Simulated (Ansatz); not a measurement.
**What Al6Si (built on the sites of a database entry of SiB6) distorts into**

Aim: this structure of Al6Si (built on the sites of a database entry of SiB6) is to be tested for unstable modes, and one is followed downhill.

Program: Ansatz 0.2.0. Level of theory: DFT PBEsol, scalar-relativistic, plane waves, PAW. Results are calculated unless marked as measured.

This is a report of a sequence of runs, with most program output left out.

The structure was built from a prototype and need not be the compound's stable phase.

### 1. Starting point

Symmetry: Pm-3m, No. 221, cubic system. Conventional cell: a = 6.149 Å, b = 6.149 Å, c = 6.149 Å, α = 90.00°, β = 90.00°, γ = 90.00°. Si has 24 Al at 4.51 Å nearest. Nearest to Al lie 5 Al at 2.43 to 2.63 Å. Farther neighbours are not listed.

### 2. Linear response at the zone centre

The cell comes from relaxations at this level that are not shown. The zone centre is the only wavevector solved here; it holds the modes that light can see, as far as symmetry allows. No field response is asked, since the mesh shows no gap.

input.yaml reads:

```yaml
crystal:
  lattice:
    - [6.1489135354, 0.0, 0.0]
    - [0.0, 6.1489135354, 0.0]
    - [0.0, 0.0, 6.1489135354]
  atoms:
    - { symbol: Si, position: [0.0, 0.0, 0.0] }
    - { symbol: Al, position: [0.1974385139, 0.5, 0.5] }
    - { symbol: Al, position: [0.5, 0.1974385139, 0.5] }
    - { symbol: Al, position: [0.8025614861, 0.5, 0.5] }
    - { symbol: Al, position: [0.5, 0.8025614861, 0.5] }
    - { symbol: Al, position: [0.5, 0.5, 0.1974385139] }
    - { symbol: Al, position: [0.5, 0.5, 0.8025614861] }
kpoints:
  mp_grid: { grid: [6, 6, 6] }
hamiltonian:
  xc: pbesol
scf:
  occupations: { method: methfessel_paxton, width: 0.15 }
output:
  eigenvalues: true
phonons:
  method: dfpt
```

Command:

```bash
ansatz run input.yaml --threads 8 --pin off --max-ram 14336MiB --backend cpu --events-out ev --progress --plain --runs-dir out
```

Run time: 12 s. Hardware: 8 threads of Arm Neoverse V2, shared host; peak memory 1.4 GiB.

This step gave:

```
volume per atom                                         : 33.21 Å³
gap on the k-mesh                                       : 0 eV
sum-rule residual before enforcement                    : 2.27e-5 eV/Å²
point group                                             : m-3m
highest optical mode at the zone centre (no LO-TO term) : 553.5 cm⁻¹
lowest optical zone-centre mode                         : -143.1 cm⁻¹
```

Patterns of degenerate modes are one choice out of their space. Modes at Γ, with each element's share of the kinetic energy (negative means imaginary):

| mode | frequency (cm⁻¹) | symmetry | Si % | Al % |
| --- | --- | --- | --- | --- |
| 1 | -143.1 | T1u | 85 | 15 |
| 2 | -143.1 | T1u | 85 | 15 |
| 3 | -143.1 | T1u | 85 | 15 |
| 4 | -69.6 | T1g | 0 | 100 |
| 5 | -69.6 | T1g | 0 | 100 |
| 6 | -69.6 | T1g | 0 | 100 |
| 7 | 0.0 | acoustic | 15 | 85 |
| 8 | 0.0 | acoustic | 15 | 85 |
| 9 | 0.0 | acoustic | 15 | 85 |
| 10 | 165.4 | T2u | 0 | 100 |
| 11 | 165.4 | T2u | 0 | 100 |
| 12 | 165.4 | T2u | 0 | 100 |
| 13 | 232.0 | T2g | 0 | 100 |
| 14 | 232.0 | T2g | 0 | 100 |
| 15 | 232.0 | T2g | 0 | 100 |
| 16 | 304.9 | T1u | 0 | 100 |
| 17 | 304.9 | T1u | 0 | 100 |
| 18 | 304.9 | T1u | 0 | 100 |
| 19 | 445.7 | Eg | 0 | 100 |
| 20 | 445.7 | Eg | 0 | 100 |
| 21 | 553.5 | A1g | 0 | 100 |

Displacements in mode 3 (-143.1 cm⁻¹), the largest set to 1:
```
Si1  0.02  1.00 -0.55
Al2  0.00 -0.17  0.10
Al3  0.00 -0.17  0.10
Al4  0.00 -0.17  0.10
Al5  0.00 -0.17  0.10
Al6  0.00 -0.17  0.10
Al7  0.00 -0.17  0.10
```

Displacements in mode 12 (165.4 cm⁻¹), the largest set to 1:
```
Si1  0.00  0.00  0.00
Al2  0.00 -0.38  1.00
Al3 -0.30  0.00 -1.00
Al4  0.00 -0.38  1.00
Al5 -0.30  0.00 -1.00
Al6  0.30  0.38  0.00
Al7  0.30  0.38  0.00
```

Before it was imposed, the acoustic sum rule was missed by 2.3e-5 eV/Å². Small misses are needed for a sound result but don't prove that mesh and cutoff are converged. The lowest optical mode is imaginary, 143.1i cm⁻¹, so the energy falls along it.

### 3. The mode frozen in, largest atomic shift 0 Å

The mode followed lies at Γ with frequency 69.6i cm⁻¹ and is 3-fold degenerate, one of the unstable modes though not the softest. At small amplitude the distorted cell has space group no. 148 by a symmetry search on the positions. The undistorted cell that holds it gives the zero of energy on the same k mesh.

Changes to input.yaml since step 2:

```diff
@@ -20,4 +20,4 @@
 output:
+  forces: true
+  stress: true
   eigenvalues: true
-phonons:
-  method: dfpt
```

It took 0.77 s on 8 threads; peak memory 0.62 GiB.

Numbers from this step:

* pressure: 1.04e-4 GPa
* energy from the undistorted cell: 0 meV/atom

The run ends at a pressure of 0.00 GPa, with forces up to 3.4e-4 eV/Å.

### 4. The mode frozen in, largest atomic shift 0.6 Å

The atoms are moved along the unstable eigenvector, the largest shift by 0.6 Å, with the cell fixed.

input.yaml, the sections that differ from step 3:

```yaml
crystal:
  lattice:
    - [6.1489135354, 0.0, 0.0]
    - [0.0, 6.1489135354, 0.0]
    - [0.0, 0.0, 6.1489135354]
  atoms:
    - { symbol: Si, position: [0.0, 0.0, 0.0] }
    - { symbol: Al, position: [0.1974385139, 0.4310017833, 0.4310017833] }
    - { symbol: Al, position: [0.5689982167, 0.1974385139, 0.5689982167] }
    - { symbol: Al, position: [0.8025614861, 0.5689982167, 0.5689982167] }
    - { symbol: Al, position: [0.4310017833, 0.8025614861, 0.4310017833] }
    - { symbol: Al, position: [0.5689982167, 0.4310017833, 0.1974385139] }
    - { symbol: Al, position: [0.4310017833, 0.5689982167, 0.8025614861] }
# kpoints, hamiltonian, scf, output: as in step 3
```

Elapsed: 1.2 s, on 8 threads; peak memory 0.67 GiB.

Numbers from this step:

```
pressure                         : -5.195 GPa
energy from the undistorted cell : -31.03 meV/atom
```

The energy, extrapolated to zero smearing, is -31.03 meV/atom against the undistorted cell.

The run ends at a pressure of -5.20 GPa, with forces up to 0.48 eV/Å.

### 5. Energy along the mode, all amplitudes (two of the runs are shown above)

An imaginary frequency means negative curvature, so the energy should fall and then rise again as anharmonic terms take over.

This step gave:

- depth at the lowest point sampled: 31.03 meV/atom
- largest atomic shift at that point: 0.6 Å

Table of energy from the parent by largest atomic shift:

| largest atomic shift (Å) | energy from the parent (meV/atom) |
| --- | --- |
| 0.000 | 0 |
| 0.040 | -0.321 |
| 0.080 | -1.25 |
| 0.140 | -3.58 |
| 0.220 | -7.79 |
| 0.320 | -14.0 |
| 0.450 | -23.6 |
| 0.600 | -31.0 |

Displacement at unit largest shift by atom:

| atom | x (Å) | y (Å) | z (Å) | size |
| --- | --- | --- | --- | --- |
| Si1 | 0.000 | 0.000 | 0.000 | 0.000 |
| Al2 | 0.000 | -0.707 | -0.707 | 1.000 |
| Al3 | 0.707 | 0.000 | 0.707 | 1.000 |
| Al4 | 0.000 | 0.707 | 0.707 | 1.000 |
| Al5 | -0.707 | 0.000 | -0.707 | 1.000 |
| Al6 | 0.707 | -0.707 | 0.000 | 1.000 |
| Al7 | -0.707 | 0.707 | 0.000 | 1.000 |

The lowest of the steps tried is the last one, at 0.6 Å, 31.0 meV/atom below the parent; the bottom of the well need not coincide with a step.

### 6. Relaxing from the distorted cell

Starting from the lowest point found, all atoms and the cell are let go, so that strain and other modes of the same symmetry can join in.

Changes to input.yaml since step 4:

```diff
@@ -23 +23,6 @@
   eigenvalues: true
+relax:
+  adjacent_minimum: "off"
+  f_tol: 0.002
+  max_steps: 120
+  cell: { stress_tol: 0.03 }
```

It took 18 s on 8 threads; peak memory 0.72 GiB; 2.1 min of CPU time.

Relaxation path:

| step | energy less that of the first step (eV) | largest force component (eV/Å) | pressure (GPa) | volume (Å³) |
| --- | --- | --- | --- | --- |
| 1 | 0.0000 | 0.4209 | -5.20 | 232.49 |
| 2 | -1.0412 | 0.4157 | -4.00 | 204.04 |
| 3 | -2.2520 | 0.7633 | -3.56 | 178.48 |
| 4 | -3.9935 | 1.0367 | -3.95 | 155.89 |
| 5 | -5.6707 | 0.8064 | -1.30 | 135.67 |
| 6 | -6.0504 | 0.3276 | 1.92 | 126.90 |
| 7 | -6.4065 | 0.3887 | 1.25 | 123.46 |
| 8 | -6.8444 | 0.3809 | -1.55 | 122.88 |
| 9 | -7.2708 | 0.3827 | -1.69 | 118.22 |
| 10 | -7.6177 | 0.3223 | -0.02 | 112.21 |
| 11 | -7.7774 | 0.2103 | 1.90 | 108.49 |
| 12 | -7.8447 | 0.0068 | -0.15 | 110.68 |
| 13 | -7.8449 | 0.0013 | 0.01 | 110.48 |
| 14 | -7.8449 | 0.0004 | 0.00 | 110.49 |
| 15* | -7.8418 | 0.0003 | -0.03 | 110.49 |

Relaxation steps marked * repeat the geometry before them on a plane-wave basis chosen anew for their cell, so energy and pressure can jump there.

Forces are held to the 6 operations that the run works with; a distortion that breaks them can't arise in this run.

| cell as run | before | after | change |
| --- | --- | --- | --- |
| a (Å) | 6.149 | 4.878 | -20.7 % |
| b (Å) | 6.149 | 4.878 | -20.7 % |
| c (Å) | 6.149 | 4.878 | -20.7 % |
| α (°) | 90.00 | 80.33 | -10.7 % |
| β (°) | 90.00 | 80.33 | -10.7 % |
| γ (°) | 90.00 | 99.67 | +10.7 % |
| volume (Å³/atom) | 33.21 | 15.78 | -52.5 % |

The atoms that moved most (Å, as changes of fractional coordinates times the final cell):

| atom | dx | dy | dz | length |
| --- | --- | --- | --- | --- |
| Al4 | 0.208 | 0.690 | 0.095 | 0.727 |
| Al6 | 0.690 | -0.095 | -0.208 | 0.727 |
| Al5 | -0.095 | 0.208 | -0.690 | 0.727 |
| Al2 | -0.208 | -0.690 | -0.095 | 0.727 |
| Al7 | -0.690 | 0.095 | 0.208 | 0.727 |
| Al3 | 0.095 | -0.208 | 0.690 | 0.727 |

This step gave:

| Property | Result |
| --- | --- |
| pressure | -0.02702 GPa |
| volume per atom | 15.78 Å³ |

The distorted start has space group R-3; the relaxation ends in R-3.

### 7. The new phase in its own primitive cell

The relaxed structure is symmetrised, reduced to its primitive cell and relaxed tightly, as its phonons need.

input.yaml reads:

```yaml
crystal:
  lattice:
    - [3.7277251147, 2.1522030985, 2.2953280829]
    - [-3.7277251147, 2.1522030985, 2.2953280829]
    - [0.0, -4.3044061969, 2.2953280829]
  atoms:
    - { symbol: Si, position: [0.0, 0.0, 0.0] }
    - { symbol: Al, position: [0.1415083309, 0.5705211339, 0.2836414956] }
    - { symbol: Al, position: [0.5705211339, 0.2836414956, 0.1415083309] }
    - { symbol: Al, position: [0.8584916691, 0.4294788661, 0.7163585044] }
    - { symbol: Al, position: [0.4294788661, 0.7163585044, 0.8584916691] }
    - { symbol: Al, position: [0.7163585044, 0.8584916691, 0.4294788661] }
    - { symbol: Al, position: [0.2836414956, 0.1415083309, 0.5705211339] }
kpoints:
  mp_grid: { grid: [6, 6, 6] }
hamiltonian:
  xc: pbesol
scf:
  occupations: { method: methfessel_paxton, width: 0.15 }
output:
  forces: true
  stress: true
  eigenvalues: true
relax:
  adjacent_minimum: "off"
  f_tol: 0.001
  max_steps: 60
  cell: { stress_tol: 0.01 }
```

Run time: 1.8 s. Hardware: 8 threads; peak memory 0.5 GiB.

Little changed from the start: no atom moved by 0.005 Å and no cell edge by 0.1 %.

This step gave:

| Quantity | Value |
| --- | --- |
| pressure | 0.004199 GPa |

The largest force component left is 0.093 meV/Å and the pressure is 0.004 GPa, within the tolerances set. The cell now holds 15.78 Å³/atom.

### 8. Modes of the new phase

A relaxed structure may still be a saddle point, so its zone-centre modes are computed. No field response is asked, since the mesh shows no gap.

input.yaml reads:

```yaml
crystal:
  lattice:
    - [3.7272384472, 2.1519221209, 2.2950787189]
    - [-3.7272384472, 2.1519221209, 2.2950787189]
    - [0.0, -4.3038442417, 2.2950787189]
  atoms:
    - { symbol: Si, position: [0.0, 0.0, 0.0] }
    - { symbol: Al, position: [0.1415142355, 0.5705219304, 0.2836520451] }
    - { symbol: Al, position: [0.5705219304, 0.2836520451, 0.1415142355] }
    - { symbol: Al, position: [0.8584857645, 0.4294780696, 0.7163479549] }
    - { symbol: Al, position: [0.4294780696, 0.7163479549, 0.8584857645] }
    - { symbol: Al, position: [0.7163479549, 0.8584857645, 0.4294780696] }
    - { symbol: Al, position: [0.2836520451, 0.1415142355, 0.5705219304] }
kpoints:
  mp_grid: { grid: [6, 6, 6] }
hamiltonian:
  xc: pbesol
scf:
  occupations: { method: methfessel_paxton, width: 0.15 }
output:
  eigenvalues: true
phonons:
  method: dfpt
```

Run time: 12 s. Hardware: 8 threads; peak memory 1.1 GiB; 83 s of CPU time.

This step gave:

| Quantity | Value |
| --- | --- |
| sum-rule residual before enforcement | 1.11e-5 eV/Å² |
| point group | -3 |
| highest optical mode at the zone centre (no LO-TO term) | 310.8 cm⁻¹ |
| lowest optical zone-centre mode | 152.2 cm⁻¹ |

Patterns of degenerate modes are one choice out of their space. The modes at Γ (shares of kinetic energy by element, %):

| mode | frequency (cm⁻¹) | symmetry | Si % | Al % |
| --- | --- | --- | --- | --- |
| 1 | 0.0 | acoustic | 15 | 85 |
| 2 | 0.0 | acoustic | 15 | 85 |
| 3 | 0.0 | acoustic | 15 | 85 |
| 4 | 152.2 | Au | 23 | 77 |
| 5 | 161.8 | Eu | 60 | 40 |
| 6 | 161.8 | Eu | 60 | 40 |
| 7 | 174.5 | Eg | 0 | 100 |
| 8 | 174.5 | Eg | 0 | 100 |
| 9 | 177.5 | Ag | 0 | 100 |
| 10 | 215.3 | Au | 56 | 44 |
| 11 | 223.3 | Eu | 16 | 84 |
| 12 | 223.3 | Eu | 16 | 84 |
| 13 | 238.5 | Eg | 0 | 100 |
| 14 | 238.5 | Eg | 0 | 100 |
| 15 | 239.3 | Ag | 0 | 100 |
| 16 | 284.2 | Eu | 9 | 91 |
| 17 | 284.2 | Eu | 9 | 91 |
| 18 | 297.8 | Au | 6 | 94 |
| 19 | 306.8 | Eg | 0 | 100 |
| 20 | 306.8 | Eg | 0 | 100 |
| 21 | 310.8 | Ag | 0 | 100 |

Displacements in mode 4 (152.2 cm⁻¹), the largest set to 1:
```
Si1  0.00  0.00  1.00
Al2 -0.39  0.63 -0.17
Al3  0.74  0.02 -0.17
Al4 -0.39  0.63 -0.17
Al5  0.74  0.02 -0.17
Al6 -0.35 -0.66 -0.17
Al7 -0.35 -0.66 -0.17
```

Displacements in mode 8 (174.5 cm⁻¹), the largest set to 1:
```
Si1  0.00  0.00  0.00
Al2  0.91 -0.20 -0.27
Al3 -0.05 -0.14  0.35
Al4 -0.91  0.20  0.27
Al5  0.05  0.14 -0.35
Al6 -0.38  1.00  0.08
Al7  0.38 -1.00 -0.08
```

Before it was imposed, the acoustic sum rule was missed by 1.1e-5 eV/Å². Small misses are needed for a sound result but don't prove that mesh and cutoff are converged. The lowest optical mode is real, 152 cm⁻¹.

### 9. Results

| Quantity | Value |
| --- | --- |
| unstable mode of the parent | q = (0, 0, 0), 70i cm⁻¹ |
| depth at the lowest point sampled | 31.0 meV/atom |
| largest atomic shift at that point | 0.6 Å |
| space group reached (within 0.01 Å) | R-3 |
| energy gained over the parent (first relaxation, on the mesh of the frozen mode) | 1151 meV/atom |
| volume per atom, phase reached | 15.8 Å³ |
| lowest optical zone-centre mode, phase reached | 152 cm⁻¹ |
| highest optical mode at the zone centre (no LO-TO term), phase reached | 311 cm⁻¹ |

In words: Along this mode the structure falls into R-3, 1151 meV/atom below the parent. At the parent's cell the well is 31.03 meV/atom deep on the steps tried, with its lowest point at a shift of 0.6 Å. That is the last step tried, so the steps alone don't bracket the bottom of the well. Relaxing atoms and cell changes the gain by +1120.17 meV/atom against the lowest step (energies at zero smearing). Most of the total comes from this relaxation. The new phase has no imaginary mode at the zone centre of its cell; other wavevectors were not checked. Of the 6 patterns followed to their end from this parent, this one reaches the lowest energy. Each path keeps the symmetry of its pattern, so a lower phase may lie along a pattern not tried. With no gap, or one that is small against the smearing, the frequencies hang on the k mesh and the smearing, most of all near Kohn anomalies. The starting cell was built on a prototype and not taken from a measurement, so the phase need not exist.

[Logs are printed without paths, hosts, clocks, repeated set-up lines and the standing remarks that a program may print on its own settings, such as how far it seeks lower states.]

[Hosts, paths, dates, database ids (printed as entryN), source tags and the programs' standing remarks are cut or masked in the printed files.]
